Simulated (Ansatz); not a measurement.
Two G0W0 runs on GaSi2P (zincblende [110] superlattice) (Pmn2_1).

The structure was built from a prototype and need not be the compound's stable phase.

The structure is orthorhombic, space group Pmn2_1 (No. 31). Conventional cell: a = 3.842 Å, b = 7.684 Å, c = 5.438 Å, α = 90.00°, β = 90.00°, γ = 90.00°. Nearest to Ga lie 3 P at 2.37 Å and 1 Si at 2.41 Å. Nearest to P lie 1 Si at 2.27 Å and 3 Ga at 2.37 Å. Nearest to Si lie 1 P at 2.27 Å and 3 Si at 2.35 Å. Si has 3 Si at 2.35 Å and 1 Ga at 2.41 Å nearest. It derives from GaP. Farther neighbours are not listed.

```cif
data_structure
_symmetry_space_group_name_H-M 'P 1'
_symmetry_Int_Tables_number 1
_cell_length_a 3.8422
_cell_length_b 5.4375
_cell_length_c 7.6838
_cell_angle_alpha 90.000
_cell_angle_beta 90.000
_cell_angle_gamma 90.000
_cell_volume 160.53
loop_
_atom_site_label
_atom_site_type_symbol
_atom_site_fract_x
_atom_site_fract_y
_atom_site_fract_z
_atom_site_occupancy
Ga1 Ga 0.00000 0.01055 0.11957 1
P2 P 0.50000 0.26586 0.12631 1
Ga3 Ga 0.50000 0.51055 0.38151 1
P4 P 0.00000 0.76586 0.37477 1
Si5 Si 0.00000 0.98756 0.62519 1
Si6 Si 0.50000 0.23603 0.62752 1
Si7 Si 0.50000 0.48756 0.87589 1
Si8 Si 0.00000 0.73603 0.87356 1
```

The structure was relaxed with PBEsol. The runs that relaxed it are not among those shown.

The first (Ansatz 0.2.0; start PBEsol, 6×4×4 mesh, 710 empty bands, screening to 156 eV, PAW set soft_1 files; 1 × NVIDIA GB200 (shared by 2 runs) with 32 threads of Arm Neoverse V2, shared host) gave, on its mesh: starting gap 0.82 eV, G0W0 gap 1.43 eV, RPA ε∞ (mean) 12.59, 71 s.

The second gave: starting gap 0.82 eV, G0W0 gap 1.32 eV, RPA ε∞ (mean) 12.59, 14 s.

What was changed in the input? Choose among start, files, mesh, bands and cutoff, frequency model or another key.

Changed: empty bands from 710 to 290 and screening cutoff (eV) from 156.0 to 86. The starting gap stayed, which rules out the functional and points to the GW step. Other changes could give like numbers; this is the one that was made.

Limits: not at the basis limit; no spin-orbit coupling; coarse k mesh.

[Paths, hosts, dates, memory and timing lines, banners, echoed tables and standing remarks are left out of the program output.]

[Logs are printed without paths, hosts, clocks, repeated set-up lines and the standing remarks that a program may print on its own settings, such as how far it seeks lower states.]

[Runs of the session that timed out or met a known fault of the program may be left out.]

[Cells called generated may have been cut or substituted from an entry of the Crystallography Open Database or the Materials Project.]

[Hosts, paths, dates, database ids (printed as entryN), source tags and the programs' standing remarks are cut or masked in the printed files.]
